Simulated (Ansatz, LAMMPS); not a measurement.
# Squeezing and shearing glassy 88SiO2-4K2O-4Li2O-4MgO (mol %) (71 atoms), part 2 of 4

How stiff is glassy 88SiO2-4K2O-4Li2O-4MgO (mol %) (71 atoms), and how do its levels respond to strain?

Ansatz 0.2.0; Kohn-Sham DFT, RPBE, PAW (set soft_2), plane waves.

The cell: 21 Si, 2 K, 2 Li, 1 Mg and 45 O. The quench rate of 10 K/ps is many orders above laboratory rates. The starting topology of bonds comes from the classical model. Sampling is at Γ alone.

So far. Step 2 (Single point at the start): The r.m.s. force at the start is 1.4 eV/Å. Step 3 (Cell and atoms relaxed): The relaxation converged after 17 steps, with a largest force component of 0.017 eV/Å.

### Step 4. Single point at the relaxed geometry

One more single point at the end of the walk gives the fuller output and checks the residual forces.

input.yaml reads:

```yaml
crystal:
  lattice:
    - [10.1281, -0.13145, 0.32989]
    - [-0.13145, 9.79392, 0.12588]
    - [0.32989, 0.12588, 10.17103]
  atoms:
    - { symbol: Si, position: [0.2997, 0.7718, 0.21] }
    - { symbol: Si, position: [0.90514, 0.80048, 0.88521] }
    - { symbol: Si, position: [0.92643, 0.47003, 0.4791] }
    - { symbol: Si, position: [0.83038, 0.97336, 0.64338] }
    - { symbol: Si, position: [0.35065, 0.2528, 0.63352] }
    - { symbol: Si, position: [0.85032, 0.66934, 0.15605] }
    [... 59 atom lines left out ...]
    - { symbol: O, position: [0.43166, 0.87607, 0.54518] }
    - { symbol: O, position: [0.96291, 0.66274, 0.81728] }
    - { symbol: O, position: [0.64245, 0.77409, 0.4267] }
    - { symbol: O, position: [0.70949, 0.07085, 0.62445] }
    - { symbol: O, position: [0.33917, 0.41683, 0.65122] }
    - { symbol: O, position: [0.01725, 0.9149, 0.93652] }
kpoints:
  mp_grid: { grid: [1, 1, 1] }
hamiltonian:
  xc: rpbe
scf:
  occupations: { method: fermi_dirac, width: 0.05 }
output:
  forces: true
  stress: true
  populations: true
  dos:
    method: { smearing: { sigma: 0.08 } }
    de: 0.1
    projected: { site_lists: { K: [K], Li: [Li], Mg: [Mg], O: [O], Si: [Si] } }
  eigenvalues: true
  write_density: true
  write_potential: true
  volumetric_format: npy
```

On the command line:

```sh
$ ansatz run input.yaml --threads 4 --pin off --max-ram 8192MiB --backend cpu --events-out ev --progress --plain --runs-dir out
```

Numbers of over 12 decimals in the logs are rounded to 6 here.

The program printed:

```text
[...]
Crystal: 71 atoms, lattice volume = 1007.490 Å³
Basis set: ecut = 420 eV, 19653 PW (Γ), exchange–correlation on 144×144×144 points (8 copies of the dense FFT grid, shifted against one another)
Bands: 265, of which v1, the nominal top of the filled ones, is band 194 counted from 1 (193 counted from 0)
Symmetry: 1 space group operations
[...]
k-points: 1
[...]
SCF iter   1: F=—  HF=-44531.119739 eV  |F-HF|=—  |Δ(HF+E_count)|=         —  Δρ=3.55e-3  dr2=1.34e-1  ethr=1.77e-3  ⟨swp⟩=6.0  Hψ=1259  notcnv=0  defer=40
[...]
SCF iter   9: F=-44531.108934 eV  HF=-44531.108934 eV  |F-HF|=1.72e-8  |Δ(HF+E_count)|=   3.44e-7  Δρ=1.92e-6  dr2=3.47e-8  ethr=2.58e-11  ⟨swp⟩=20.0  Hψ=2382  notcnv=0
SCF 1 converged in 9 iterations: F = -44531.108934 eV  dr2 = 3.47e-8
[...]
SCF converged after 9 iterations
Free energy (F): -44531.108934 eV
[...]
Internal energy: -44531.108934 eV  (E = F + TS)
E sigma→0 (E₀):  -44531.108934 eV
Fermi energy:    5.436807 eV
[...]
--- Forces (eV/Å), atoms counted from 1 ---
  atom   1  Si    -0.00387266     0.01225439    -0.00324260
  atom   2  Si     0.00033671     0.00511376     0.00017044
  atom   3  Si    -0.00435939     0.00839009     0.00488443
  atom   4  Si    -0.00291273     0.00114775    -0.00235991
  atom   5  Si    -0.00718902    -0.00994758    -0.00105597
  atom   6  Si    -0.00514316    -0.00397452     0.00381833
  atom   7  Si    -0.00304871    -0.00102583     0.00628975
  atom   8  Si     0.00623941    -0.00374252    -0.00048593
  atom   9  Si    -0.00382282     0.00243126     0.00172637
  atom  10  Si     0.00217015     0.00018344     0.00803431
  atom  11  Si     0.00063156    -0.00559138    -0.00374427
  atom  12  Si    -0.01571988    -0.00117758     0.01181884
  atom  13  Si    -0.01115113    -0.00289037    -0.01058791
  atom  14  Si    -0.00894295    -0.00051841    -0.00079110
[...]
atom  70  O      0.00917075     0.00175598    -0.00553278
  atom  71  O     -0.00021072    -0.00397587    -0.00510198
  max |Σ_I F_I| component: 7.60e-5 eV/Å
--- Stress (GPa, compression-positive) ---
       -0.018045       0.001012      -0.009903
        0.001014      -0.005240      -0.001490
       -0.009904      -0.001487      -0.014876
  P = ⅓ Tr σ = -0.0127 GPa (-0.127 kbar)
--- Band table (eV) ---
[...]
--- Löwdin populations: 71 sites ---
  site symbol       q [e]
     0     Si      2.1898
     1     Si      2.1938
     2     Si      2.2781
[...]
70      O      6.7841
  spilling = 0.012572 (of n_electrons = 388.000000)
```

It took 6.4 s on 4 threads of Intel Xeon Platinum 8488C (Sapphire Rapids), shared host; peak memory 1.2 GiB; 23 s of CPU time.

The run gave:

| Property | Result |
| --- | --- |
| free energy | -44531.1089 eV |
| free energy per atom | -627.1987 eV/atom |
| SCF cycles | 9 |
| pressure | -0.01272 GPa |
| r.m.s. force component | 0.00546 eV/Å |
| longest force | 0.0197 eV/Å |
| Fermi energy | 5.437 eV |
| gap (highest filled to lowest empty level) | 3.405 eV |
| spilling of the projection | 0.01257 |

Löwdin charges by element and coordination (they lack the spilled electrons, 0.069 e an atom on average):

```tsv
element	coordination	atoms	mean charge (e)	spread	least	most
K	all	2	0.873	1.0e-4	0.873	0.873
K	4	1	0.873	0	0.873	0.873
K	7	1	0.873	0	0.873	0.873
Li	all	2	0.817	0.0076	0.809	0.825
Li	2	1	0.825	0	0.825	0.825
Li	3	1	0.809	0	0.809	0.809
Mg	all	1	1.66	0	1.66	1.66
O	all	45	-0.828	0.0746	-1.06	-0.777
O	2	33	-0.799	0.0251	-0.931	-0.777
O	3	10	-0.882	0.0937	-1.04	-0.805
O	4	2	-1.03	0.0237	-1.06	-1.01
Si	all	21	1.77	0.0369	1.67	1.81
```

States in the cell by windows of 1 eV, zero at the Fermi level; the larger projections on atomic orbitals stand beside the total:

```tsv
from (eV)	to (eV)	total	O p	Si p	Si s
-14	-13	6.3	0.1	0.0	0.0
-13	-12	6.3	4.1	0.2	1.7
-12	-11	9.7	6.5	0.6	2.2
-11	-10	13.9	9.7	1.3	2.1
-10	-9	17.0	12.6	2.9	0.8
-9	-8	29.1	22.6	5.6	0.2
-8	-7	6.4	5.0	1.0	0.1
-7	-6	42.1	35.5	3.7	0.2
-6	-5	53.1	48.7	2.1	0.2
-5	-4	55.2	52.3	1.3	0.1
-4	-3	30.3	29.0	0.5	0.0
-3	-2	3.0	2.8	0.1	0.0
-2	-1	4.0	3.7	0.2	0.0
-1	1	0.0	0.0	0.0	0.0
1	2	2.0	0.1	0.1	0.7
2	3	0.0	0.0	0.0	0.0
3	4	10.0	1.0	2.3	2.8
4	5	17.4	1.6	6.5	3.0
```

The curve was stored every 0.10 eV, coarse against its broadening of 0.08 eV, so these counts are rough.

Between -26 and -14 eV lie 96 more states.

The stored curve holds about 372 of the 388 electrons; the rest, give or take the few that broadening carries across the Fermi level, lie in deeper levels below its range.

The levels nearest the highest filled one (over half full), pooled over k-points and spins:

```tsv
level less the highest filled one (eV)	occupation
-1.46	2
-1.42	2
-1.30	2
-1.18	2
-0.0237	2
0	2
3.40	0
5.02	0
5.18	0
5.43	0
5.49	0
5.61	0
```

Valence density in the ab plane at fractional z = 0.634, with atoms of Si and Li and O within 0.2 Å of it. It is the smooth field of the valence electrons, not physical close to the nuclei.

Ten steps, logarithmic in the rise over the least value, from '_' (0.0 e/Å³) to '@' (6.3 e/Å³), each cell a mean:
```
------++####**==::..........______..::======--..::======
....--**@@@@##++----------::..______....::----------::..
__..--**%%@@##++----======--::__________..::------::..__
____::==****++==::::======--..____________..::::::::..__
______..::----------------::..______________........____
________..::==++++==--::....____________________________
________..--**%%%%**==..________________________________
________..==##@@@@##==..________________________________
..______..--##%%%%**--..__________..__________________..
--::..__..::==++++==::..______..........__________..::--
##++--..__..::------::..______..::::::..________..::==**
@@%%++::..__..::======--..__....::::::..________..--**%%
@@%%++::____::==**%%##++--............__________..--**@@
##**--..____::++%%@@@@**--..____....____________..::==**
----..______::==##@@%%**--..__________________......::--
..__________..--++****==::..______________........__....
________..::----======--::..____________::****--________
______::==++**++==::::----::..__________++@@@@++..______
____..==##@@@@##++--::------::..______..==%%%%==______..
--::::++%%@@@@##++--------::....__..::--------....::----
**==--++##%%%%**==::::::::::......::==**##++--::::==**##
%%**====++++++--::..........::--::==##@@@@%%++--==**%%@@
%%**==--------....________..::--::==##@@@@%%++====**@@@@
**==--======--::..__________......--++####**++--==++####
```
Columns run along a (10.1 Å), rows up along b (9.8 Å). Atoms in or near the plane, at fractional coordinates: Si at (0.83, 0.97), Si at (0.35, 0.25), Si at (0.31, 0.83), Li at (0.78, 0.25), O at (0.20, 0.18), O at (0.00, 0.49), O at (0.97, 0.07), O at (0.71, 0.07), O at (0.34, 0.42).

Electrostatic potential energy in the ab plane at fractional z = 0.634, with atoms of Si and Li and O within 0.2 Å of it. With pseudopotentials it is smooth inside the atoms' cores, unlike the true potential.

Ten even steps from '0' (-45 eV) to '9' (10 eV), each cell a mean:
```
9887557988999999999984000379
9996214776789999999986101589
9997214411478999999998666899
9999766100278999999999889999
9999986200379999999999999999
9999998644689999999999999999
9999997437899999999999999999
9999994115999999999999999999
9999996237999999999999999999
9999999778999999999999999999
6899999888999999999999999997
1489999888999999999999999972
0489999974589999999999999961
5899999840169999999999999986
9999999941279999999999999999
9999999875578999999998899999
9999999741137899999875579999
9999987620016899999863268999
9999621430027899999874468999
9988300464468999999988889999
7876523788888988999768999976
2632478999999877896114888720
2521378999999876895103655510
7754578999999888998655101455
```
Columns run along a (10.1 Å; values clipped at the 3rd and 97th percentile), rows up along b (9.8 Å). Atoms in or near the plane, at fractional coordinates: Si at (0.83, 0.97), Si at (0.35, 0.25), Si at (0.31, 0.83), Li at (0.78, 0.25), O at (0.20, 0.18), O at (0.00, 0.49), O at (0.97, 0.07), O at (0.71, 0.07), O at (0.34, 0.42).

The highest filled and lowest empty levels differ by 3.40 eV (at Γ alone); a semilocal functional tends to put such gaps too low. In a disordered cell it changes from sample to sample, and tail or defect levels can set it. Mean Löwdin charges: K +0.87, Li +0.82, Mg +1.66, O -0.83, Si +1.77 e (they miss 1.3 % of the electrons, so they add up to more than the cell's charge). The largest share in the top eV of filled states is O p (94 % of the projected weight), and in the lowest eV of empty states Si s (39 % of the projected weight).

### Step 5. Volume -3 %

The relaxed cell is scaled evenly and the atoms are relaxed again; the stress at the end gives one point of P(V).

input.yaml, the sections that differ from step 4:

```yaml
crystal:
  lattice:
    - [10.02579, -0.13012, 0.32656]
    - [-0.13012, 9.69498, 0.12461]
    - [0.32656, 0.12461, 10.06829]
  atoms:
    [... the 71 atom lines of step 4 ...]
output:
  forces: true
  eigenvalues: true
  stress: true
relax:
  f_tol: 0.05
  max_steps: 70
# kpoints, hamiltonian, scf: as in step 4
```

The program printed:

```text
Warning: output.stress: scf.convergence.dr2_threshold = 1e-7 eV (the SCF's general default) is looser than the 7.1e-9 eV advised for a printed stress (1e-10 eV for each atom of the cell: 71). What an SCF threshold leaves in a stress goes as its square root, and in the free energy as the threshold itself, and one threshold admits the most on a small cell: [...]
[...]
Crystal: 71 atoms, lattice volume = 977.265 Å³
Basis set: ecut = 420 eV, 19101 PW (Γ), exchange–correlation on 144×144×144 points (8 copies of the dense FFT grid, shifted against one another)
Bands: 265, of which v1, the nominal top of the filled ones, is band 194 counted from 1 (193 counted from 0)
Symmetry: 1 space group operations
[...]
k-points: 1
[...]
SCF iter   1: F=—  HF=-44530.684283 eV  |F-HF|=—  |Δ(HF+E_count)|=         —  Δρ=3.62e-3  dr2=1.35e-1  ethr=1.77e-3  ⟨swp⟩=6.0  Hψ=1259  notcnv=0  defer=39
[...]
SCF iter   5: F=—  HF=-44530.674255 eV  |F-HF|=—  |Δ(HF+E_count)|=   1.08e-4  Δρ=1.11e-4  dr2=1.12e-4  ethr=1.59e-7  ⟨swp⟩=2.0  Hψ=407  notcnv=0  defer=64
SCF iter   6: F=-44530.674339 eV  HF=-44530.674333 eV  |F-HF|=5.78e-6  |Δ(HF+E_count)|=   7.74e-5  Δρ=3.40e-5  dr2=1.09e-5  ethr=1.61e-8  ⟨swp⟩=14.0  Hψ=1558  notcnv=0
SCF 1 converged in 6 iterations: F = -44530.674339 eV  dr2 = 1.09e-5
[...]
relax step   1: F+E_penalty+E_count = -44530.67433853 eV  Δ(F+E_penalty+E_count) = +0.000e0 eV  max|allowed force component| = 5.899e-1 eV/Å  Δτ_max = 0.0000 Å  (6 SCF iters, dr2 threshold 6.25e-5 eV, accepted)
[...]
relax step   2: F+E_penalty+E_count = -44530.82099145 eV  Δ(F+E_penalty+E_count) = -1.467e-1 eV  max|allowed force component| = 2.942e-1 eV/Å  Δτ_max = 0.0352 Å  (6 SCF iters, dr2 threshold 2.18e-5 eV, accepted)
[...]
relax step   3: F+E_penalty+E_count = -44530.92593377 eV  Δ(F+E_penalty+E_count) = -1.049e-1 eV  max|allowed force component| = 2.140e-1 eV/Å  Δτ_max = 0.0797 Å  (7 SCF iters, dr2 threshold 5.41e-6 eV, accepted)
relax step   4: F+E_penalty+E_count = -44530.93646637 eV  Δ(F+E_penalty+E_count) = -1.053e-2 eV  max|allowed force component| = 1.293e-1 eV/Å  Δτ_max = 0.0601 Å  (6 SCF iters, dr2 threshold 1.14e-5 eV, accepted)
relax step   5: F+E_penalty+E_count = -44530.94745747 eV  Δ(F+E_penalty+E_count) = -1.099e-2 eV  max|allowed force component| = 1.186e-1 eV/Å  Δτ_max = 0.0240 Å  (5 SCF iters, dr2 threshold 6.10e-6 eV, accepted)
relax step   6: F+E_penalty+E_count = -44530.95635827 eV  Δ(F+E_penalty+E_count) = -8.901e-3 eV  max|allowed force component| = 7.169e-2 eV/Å  Δτ_max = 0.0530 Å  (6 SCF iters, dr2 threshold 5.13e-6 eV, accepted)
relax step   7: F+E_penalty+E_count = -44530.95924314 eV  Δ(F+E_penalty+E_count) = -2.885e-3 eV  max|allowed force component| = 6.166e-2 eV/Å  Δτ_max = 0.0283 Å  (7 SCF iters, accepted)
[...]
relax step   8: F+E_penalty+E_count = -44530.96350304 eV  Δ(F+E_penalty+E_count) = -4.260e-3 eV  max|allowed force component| = 4.703e-2 eV/Å  Δτ_max = 0.0682 Å  (8 SCF iters, accepted)
SCF converged after 8 iterations
Free energy (F): -44530.963503 eV
[...]
Internal energy: -44530.963503 eV  (E = F + TS)
E sigma→0 (E₀):  -44530.963503 eV
Fermi energy:    5.721441 eV
[...]
Σ components = -44530.963503   (vs F -44530.963503, Δ=0.00e0)
--- Forces (eV/Å), atoms counted from 1 ---
  atom   1  Si    -0.00125884    -0.00199535     0.00633298
  atom   2  Si     0.00516286     0.00521905     0.00295479
  atom   3  Si     0.01209337     0.00135620    -0.01066593
  atom   4  Si     0.00352515     0.00587100     0.00333336
[...]
atom  71  O     -0.00699707     0.00506367     0.00248990
  max |Σ_I F_I| component: 1.18e-4 eV/Å
--- Stress (GPa, compression-positive) ---
        1.798276       0.262064       0.235350
        0.262067       1.748827      -0.004581
        0.235348      -0.004579       1.442381
  P = ⅓ Tr σ = 1.6632 GPa (16.632 kbar)
--- Band table (eV) ---
[...]
--- Relaxed structure (8 steps of the walk, 8 accepted, 0 SCFs on fresh bases) ---
  F+E_penalty+E_count = -44530.96350304 eV   max|allowed force component| = 4.703e-2 eV/Å
  atoms:
    - { symbol: Si, position: [0.301454, 0.767500, 0.213208] }
    - { symbol: Si, position: [0.903898, 0.798921, 0.883081] }
    - { symbol: Si, position: [0.924437, 0.467308, 0.480946] }
    - { symbol: Si, position: [0.827754, 0.979083, 0.644461] }
[...]
- { symbol: O, position: [0.020723, 0.909499, 0.934365] }
```

Elapsed: 35 s, on 4 threads; peak memory 1.2 GiB.

The program notes that the SCF threshold is loose for the stress.

The relaxation converged after 8 steps, 0.289 eV below its start, with a largest force component of 0.047 eV/Å.

Volume -3 %: the energy stands 0.145 eV above that of the reference, at a pressure of 1.66 GPa.

### Step 6. Volume +3 %

The relaxed cell is scaled to another volume.

input.yaml, the sections that differ from step 5:

```yaml
crystal:
  lattice:
    - [10.22838, -0.13275, 0.33316]
    - [-0.13275, 9.8909, 0.12713]
    - [0.33316, 0.12713, 10.27174]
  atoms:
    [... the 71 atom lines of step 4 ...]
# kpoints, hamiltonian, scf, output, relax: as in step 5
```

The program printed:

```text
[...]
Crystal: 71 atoms, lattice volume = 1037.715 Å³
Basis set: ecut = 420 eV, 20271 PW (Γ), exchange–correlation on 144×144×144 points (8 copies of the dense FFT grid, shifted against one another)
Bands: 265, of which v1, the nominal top of the filled ones, is band 194 counted from 1 (193 counted from 0)
Symmetry: 1 space group operations
[...]
k-points: 1
[...]
SCF iter   1: F=—  HF=-44530.722688 eV  |F-HF|=—  |Δ(HF+E_count)|=         —  Δρ=3.50e-3  dr2=1.36e-1  ethr=1.77e-3  ⟨swp⟩=5.0  Hψ=1156  notcnv=0  defer=64
[...]
SCF iter   5: F=—  HF=-44530.710264 eV  |F-HF|=—  |Δ(HF+E_count)|=   8.44e-5  Δρ=1.17e-4  dr2=1.39e-4  ethr=2.00e-7  ⟨swp⟩=2.0  Hψ=407  notcnv=0  defer=64
SCF iter   6: F=-44530.710349 eV  HF=-44530.710345 eV  |F-HF|=4.12e-6  |Δ(HF+E_count)|=   8.12e-5  Δρ=3.67e-5  dr2=1.40e-5  ethr=1.61e-8  ⟨swp⟩=15.0  Hψ=1870  notcnv=0
SCF 1 converged in 6 iterations: F = -44530.710349 eV  dr2 = 1.40e-5
[...]
relax step   1: F+E_penalty+E_count = -44530.71034911 eV  Δ(F+E_penalty+E_count) = +0.000e0 eV  max|allowed force component| = 5.336e-1 eV/Å  Δτ_max = 0.0000 Å  (6 SCF iters, dr2 threshold 6.25e-5 eV, accepted)
[...]
relax step   2: F+E_penalty+E_count = -44530.84371738 eV  Δ(F+E_penalty+E_count) = -1.334e-1 eV  max|allowed force component| = 2.728e-1 eV/Å  Δτ_max = 0.0378 Å  (6 SCF iters, dr2 threshold 1.78e-5 eV, accepted)
[...]
relax step   3: F+E_penalty+E_count = -44530.92617947 eV  Δ(F+E_penalty+E_count) = -8.246e-2 eV  max|allowed force component| = 1.425e-1 eV/Å  Δτ_max = 0.0861 Å  (7 SCF iters, dr2 threshold 4.65e-6 eV, accepted)
relax step   4: F+E_penalty+E_count = -44530.93689052 eV  Δ(F+E_penalty+E_count) = -1.071e-2 eV  max|allowed force component| = 1.689e-1 eV/Å  Δτ_max = 0.0962 Å  (6 SCF iters, dr2 threshold 5.31e-6 eV, accepted)
relax step   5: F+E_penalty+E_count = -44530.94825566 eV  Δ(F+E_penalty+E_count) = -1.137e-2 eV  max|allowed force component| = 1.495e-1 eV/Å  Δτ_max = 0.0416 Å  (6 SCF iters, dr2 threshold 7.79e-6 eV, accepted)
relax step   6: F+E_penalty+E_count = -44530.95422899 eV  Δ(F+E_penalty+E_count) = -5.973e-3 eV  max|allowed force component| = 4.429e-2 eV/Å  Δτ_max = 0.0284 Å  (5 SCF iters, dr2 threshold 1.75e-5 eV, accepted)
[...]
relax step   7: F+E_penalty+E_count = -44530.95422996 eV  Δ(F+E_penalty+E_count) = -9.658e-7 eV  max|allowed force component| = 4.426e-2 eV/Å  Δτ_max = 0.0000 Å  (4 SCF iters, accepted)
SCF converged after 4 iterations
Free energy (F): -44530.954230 eV
[...]
Internal energy: -44530.954230 eV  (E = F + TS)
E sigma→0 (E₀):  -44530.954230 eV
Fermi energy:    5.138705 eV
[...]
Σ components = -44530.954230   (vs F -44530.954230, Δ=0.00e0)
--- Forces (eV/Å), atoms counted from 1 ---
  atom   1  Si     0.02247742     0.00853068     0.02427737
  atom   2  Si     0.00980916     0.00418145     0.01895240
  atom   3  Si    -0.01044324     0.02592711     0.00522290
  atom   4  Si     0.00710708    -0.03943582    -0.03805359
[...]
atom  71  O      0.02298478    -0.00073186    -0.01404365
  max |Σ_I F_I| component: 7.01e-5 eV/Å
--- Stress (GPa, compression-positive) ---
       -1.720928      -0.207556      -0.199069
       -0.207559      -1.817814       0.016726
       -0.199068       0.016728      -1.504154
  P = ⅓ Tr σ = -1.6810 GPa (-16.810 kbar)
--- Band table (eV) ---
[...]
--- Relaxed structure (7 steps of the walk, 7 accepted, 0 SCFs on fresh bases) ---
  F+E_penalty+E_count = -44530.95422996 eV   max|allowed force component| = 4.426e-2 eV/Å
  atoms:
    - { symbol: Si, position: [0.298900, 0.774820, 0.207793] }
    - { symbol: Si, position: [0.906356, 0.801933, 0.886099] }
    - { symbol: Si, position: [0.927036, 0.472969, 0.478323] }
    - { symbol: Si, position: [0.833786, 0.969358, 0.641616] }
[...]
- { symbol: O, position: [0.013773, 0.919716, 0.938111] }
```

Wall time 30 s (4 threads); peak memory 1.3 GiB; 1.8 min of CPU time.

The relaxation converged after 7 steps, 0.244 eV below its start, with a largest force component of 0.044 eV/Å.

Volume +3 %: the energy stands 0.155 eV above that of the reference, at a pressure of -1.68 GPa.

### Step 7. Volume -6 %

The relaxed cell is scaled to another volume.

Input and log are left out; they have the form of those shown for this kind of step.

The job ended after 75 s (4 threads of Intel Xeon Platinum 8488C (Sapphire Rapids), shared host; peak memory 1.2 GiB; 4.5 min of CPU time).

The relaxation converged after 18 steps, 1.29 eV below its start, with a largest force component of 0.040 eV/Å.

Volume -6 %: the energy stands 0.568 eV above that of the reference, at a pressure of 3.34 GPa.

[end of part 2 of 4]

[Logs are printed without paths, hosts, clocks, repeated set-up lines and the standing remarks that a program may print on its own settings, such as how far it seeks lower states.]

[Hosts, paths, dates, database ids (printed as entryN), source tags and the programs' standing remarks are cut or masked in the printed files.]
